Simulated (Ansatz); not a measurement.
# Structural relaxation of random alloy of the hcp Ru-Mo line, x = 0.4375 (64 atoms), part 3 of 3

Aim: bring random alloy of the hcp Ru-Mo line, x = 0.4375 (64 atoms) to a nearby minimum of the energy and see what moves.

Ansatz 0.2.0; Kohn-Sham DFT, PBE, PAW (set soft_2), plane waves.

The cell: 28 Mo and 36 Ru. The host structure and its lattice constant were typed by rule, without a check against the phase diagram.

So far. Step 3 (Cell and atoms relaxed): The relaxation changed the energy by -30.5 meV/atom, and atoms moved by 0.076 Å r.m.s., 0.19 Å at most. Step 6 (K-mesh 3×3×3): Forces differ from those of the single point at the relaxed geometry by 43 meV/Å r.m.s.; the energy by +0.38 meV/atom and the pressure by +0.16 GPa. It took 12 s and 8 cycles; the reference's time can't be set against it, since the two runs asked for unlike analyses.

**7. Functional r2SCAN (500 eV)**

The meta-GGA r2SCAN uses the kinetic energy density as well as the density and its gradient. Besides, the cutoff goes from 420 to 500 eV.

This step: Kohn-Sham DFT, r2SCAN, PAW (set soft_2), plane waves (Ansatz 0.2.0).

Input file input.yaml:

```yaml
crystal:
  lattice:
    - [11.07309, -0.03565, -0.0052]
    - [-5.56742, 9.57895, 0.01016]
    - [-0.00418, 0.00703, 8.87876]
  atoms:
    [... the 64 atom lines of step 5 ...]
kpoints:
  mp_grid: { grid: [2, 2, 2] }
hamiltonian:
  xc: r2scan
scf:
  occupations: { method: fermi_dirac, width: 0.1 }
output:
  forces: true
  stress: true
  populations: true
  dos:
    method: { smearing: { sigma: 0.08 } }
    de: 0.05
    projected: { site_lists: { Mo: [Mo], Ru: [Ru] } }
  eigenvalues: true
```

Command:

```bash
$ ansatz run input.yaml --threads 9 --pin off --max-ram 76800MiB --backend cuda --events-out ev --progress --plain --runs-dir out
```

Numbers of over 12 decimals in the logs are rounded to 6 here.

The program printed:

```text
[...]
GPU FFT provider: cuFFT
GPU libraries: cuBLAS 13.8.2, cuFFT 12.4.0, cuSOLVER 12.3.4
Crystal: 64 atoms, lattice volume = 939.994 Å³
Basis set: ecut = 500 eV, 23883 PW (Γ), exchange–correlation on 324×324×288 points (64 copies of the dense FFT grid, shifted against one another)
Bands: 581, of which v1, the nominal top of the filled ones, is band 484 counted from 1 (483 counted from 0)
Symmetry: 1 space group operations
[...]
k-points: 8
[...]
GPU buffer pool allocated for 472392 grid points (all kernels)
[...]
SCF iter   1: F=—  HF=-351153.489849 eV  |F-HF|=—  |Δ(HF+E_count)|=         —  Δρ=1.51e-2  dr2=4.65e0  dr2_τ=7.50e-1  ethr=1.77e-3  ⟨swp⟩=5.0  Hψ=15003  notcnv=0
[...]
SCF iter  12: F=—  HF=-351153.837047 eV  |F-HF|=—  |Δ(HF+E_count)|=   1.47e-7  Δρ=3.65e-6  dr2=1.49e-7  dr2_τ=1.90e-8  ethr=1.03e-11  ⟨swp⟩=7.6  Hψ=13358  notcnv=0
SCF iter  13: F=-351153.837047 eV  HF=-351153.837048 eV  |F-HF|=4.69e-8  |Δ(HF+E_count)|=   5.35e-8  Δρ=2.18e-6  dr2=8.39e-8  dr2_τ=6.06e-9  ethr=1.03e-11  ⟨swp⟩=3.0  Hψ=12478  notcnv=0
SCF 1 converged in 13 iterations: F = -351153.837047 eV  dr2 = 8.39e-8
[...]
SCF converged after 13 iterations
Free energy (F): -351153.837047 eV
[...]
Internal energy: -351151.739200 eV  (E = F + TS)
E sigma→0 (E₀):  -351152.788124 eV
Entropy (-TS):   -2.097847 eV (-32.779 meV/atom)
Fermi energy:    21.645378 eV
[...]
Σ components = -351153.837047   (vs F -351153.837047, Δ=0.00e0)
--- Forces (eV/Å), atoms counted from 1 ---
  atom   1  Mo    -0.03527424     0.00250871     0.18320469
  atom   2  Ru     0.02295165    -0.06887960     0.07030478
  atom   3  Ru     0.03383229     0.07178920    -0.03324241
  atom   4  Mo     0.01001461     0.01987907    -0.17984868
[...]
atom  64  Ru    -0.11401159     0.00987338    -0.03011541
  max |Σ_I F_I| component: 2.43e-5 eV/Å
--- Stress (GPa, compression-positive) ---
       -4.866947      -0.070394       0.014033
       -0.070394      -5.000897      -0.000610
        0.014033      -0.000610      -4.632208
  P = ⅓ Tr σ = -4.8334 GPa (-48.334 kbar)
--- Band table (eV; the first three rows and the last of 8) ---
[...]
--- Löwdin populations: 64 sites ---
  site symbol       q [e]
     0     Mo     13.8814
     1     Ru     15.9479
     2     Ru     15.9338
[...]
63     Ru     15.9362
  spilling = 0.005228 (of n_electrons = 968.000000)
```

Elapsed: 11 s, on 1 × NVIDIA H100 80GB HBM3 with 9 threads of AMD EPYC 7R13 (Zen 3), shared host; peak memory 3.4 GiB.

That memory is the host's; the program planned up to 30.9 GiB on the GPU.

Geometry and reference: those of the single point at the relaxed geometry.

Forces differ from those of the single point at the relaxed geometry by 66 meV/Å r.m.s.; the pressure by -4.8 GPa.

**8. Functional PBEsol**

PBEsol restores the gradient expansion of exchange for slowly varying densities and usually gives shorter bonds in solids than PBE.

This step: Kohn-Sham DFT, PBEsol, PAW (set soft_2), plane waves (Ansatz 0.2.0).

input.yaml: that of step 7 with these lines changed.

```diff
@@ -10,3 +10,3 @@
 hamiltonian:
-  xc: r2scan
+  xc: pbesol
 scf:
```

The program printed:

```text
[...]
GPU FFT provider: cuFFT
GPU libraries: cuBLAS 13.8.2, cuFFT 12.4.0, cuSOLVER 12.3.4
Crystal: 64 atoms, lattice volume = 939.994 Å³
Basis set: ecut = 420 eV, 18347 PW (Γ), exchange–correlation on 150×150×120 points (8 copies of the dense FFT grid, shifted against one another)
Bands: 581, of which v1, the nominal top of the filled ones, is band 484 counted from 1 (483 counted from 0)
Symmetry: 1 space group operations
[...]
k-points: 8
[...]
GPU buffer pool allocated for 337500 grid points (all kernels)
[...]
SCF iter   1: F=—  HF=-346519.718706 eV  |F-HF|=—  |Δ(HF+E_count)|=         —  Δρ=1.13e-2  dr2=2.11e0  ethr=1.77e-3  ⟨swp⟩=5.0  Hψ=14080  notcnv=0
[...]
SCF iter   7: F=—  HF=-346519.616958 eV  |F-HF|=—  |Δ(HF+E_count)|=   1.56e-7  Δρ=2.78e-6  dr2=1.16e-7  ethr=2.69e-10  ⟨swp⟩=2.4  Hψ=7653  notcnv=0
SCF iter   8: F=-346519.616958 eV  HF=-346519.616958 eV  |F-HF|=3.43e-9  |Δ(HF+E_count)|=   1.61e-8  Δρ=6.00e-7  dr2=4.99e-9  ethr=1.03e-11  ⟨swp⟩=5.1  Hψ=13259  notcnv=0
SCF 1 converged in 8 iterations: F = -346519.616958 eV  dr2 = 4.99e-9
[...]
SCF converged after 8 iterations
Free energy (F): -346519.616958 eV
[...]
Internal energy: -346517.412896 eV  (E = F + TS)
E sigma→0 (E₀):  -346518.514927 eV
Entropy (-TS):   -2.204062 eV (-34.438 meV/atom)
Fermi energy:    21.589671 eV
[...]
Σ components = -346519.616958   (vs F -346519.616958, Δ=0.00e0)
--- Forces (eV/Å), atoms counted from 1 ---
  atom   1  Mo    -0.02533642     0.02655595     0.10179545
  atom   2  Ru     0.00443713    -0.05148236     0.02879139
  atom   3  Ru     0.01443186     0.04700742    -0.02728079
  atom   4  Mo     0.00775148     0.00145090    -0.08454844
[...]
atom  64  Ru    -0.05613550     0.01258669    -0.02154754
  max |Σ_I F_I| component: 1.04e-5 eV/Å
--- Stress (GPa, compression-positive) ---
       -9.062703       0.018737       0.015739
        0.018737      -9.117392      -0.010070
        0.015739      -0.010070      -9.231270
  P = ⅓ Tr σ = -9.1371 GPa (-91.371 kbar)
--- Band table (eV; the first three rows and the last of 8) ---
[...]
--- Löwdin populations: 64 sites ---
  site symbol       q [e]
     0     Mo     13.9020
     1     Ru     15.9331
     2     Ru     15.9195
[...]
63     Ru     15.9205
  spilling = 0.005196 (of n_electrons = 968.000000)
```

It took 7.1 s on 1 × NVIDIA H100 80GB HBM3 with 9 threads; peak memory 2.9 GiB.

That memory is the host's; the program planned up to 30.5 GiB on the GPU.

Geometry and reference: those of the single point at the relaxed geometry.

Forces differ from those of the single point at the relaxed geometry by 32 meV/Å r.m.s.; the pressure by -9.1 GPa.

**9. The ladder side by side**

Differences are against the single point at the relaxed geometry (Kohn-Sham DFT, PBE, PAW (set soft_2), plane waves), whose r.m.s. force component is 0.00921 eV/Å. Energies are set beside the reference only for runs with its functional, potentials and electron count. Times are for 1 × NVIDIA H100 80GB HBM3 with 9 threads of AMD EPYC 7R13 (Zen 3), shared host. The reference's time includes grids, which some other runs skip.

```csv
run,"Δ force, r.m.s. (meV/Å)",Δ energy (meV/atom),Δ pressure (GPa),cycles,time,host memory (GiB),planned on the GPU (GiB)
reference,-,-,-,8,8.2 s,2.9,30
k-mesh 3×3×3,43.3,0.384,0.165,8,12 s,3.1,34
functional r2SCAN (500 eV),66.1,-,-4.82,13,11 s,3.4,31
functional PBEsol,32.5,-,-9.13,8,7.1 s,2.9,30
```

**10. Outcome**

```
energy change in the relaxation : -30.46 meV/atom
r.m.s. displacement             : 0.076 Å
largest displacement            : 0.186 Å
free energy per atom            : -5474.9818 eV/atom
density                         : 11.17 g/cm³
pressure                        : -0.01002 GPa
r.m.s. force component          : 0.00921 eV/Å
wall time of the 6 DFT runs     : 71 s
```

In words: Relaxation lowers the energy by 30.5 meV/atom and moves atoms by 0.076 Å r.m.s.; the r.m.s. force component goes from 0.47 to 0.0092 eV/Å. Displacements are taken in the final cell, so they leave out its strain. By the final cutoffs no bond was broken or made. The cell grew by 1.6 % in volume. From the first step to the last the energy fell by 1.950 eV, across changes of basis, and the largest move was 0.19 Å (Mo57, with 1 other atom within 2 % of it). The Mo-Mo bonds change most in mean length: from 2.735 Å (spread 0.029) to 2.803 Å (spread 0.059). With the cutoffs above, all Mo atoms have 12 and all Ru atoms have 12 bonded neighbours. 202 levels are partly filled, by over 2 % (on the run's k-points), as in a metal.

Among the changes of functional, dispersion, potentials or spin set against this reference, functional r2SCAN (500 eV) moves the forces most, by 66 meV/Å r.m.s.

[Logs are printed without paths, hosts, clocks, repeated set-up lines and the standing remarks that a program may print on its own settings, such as how far it seeks lower states.]

[Hosts, paths, dates, database ids (printed as entryN), source tags and the programs' standing remarks are cut or masked in the printed files.]
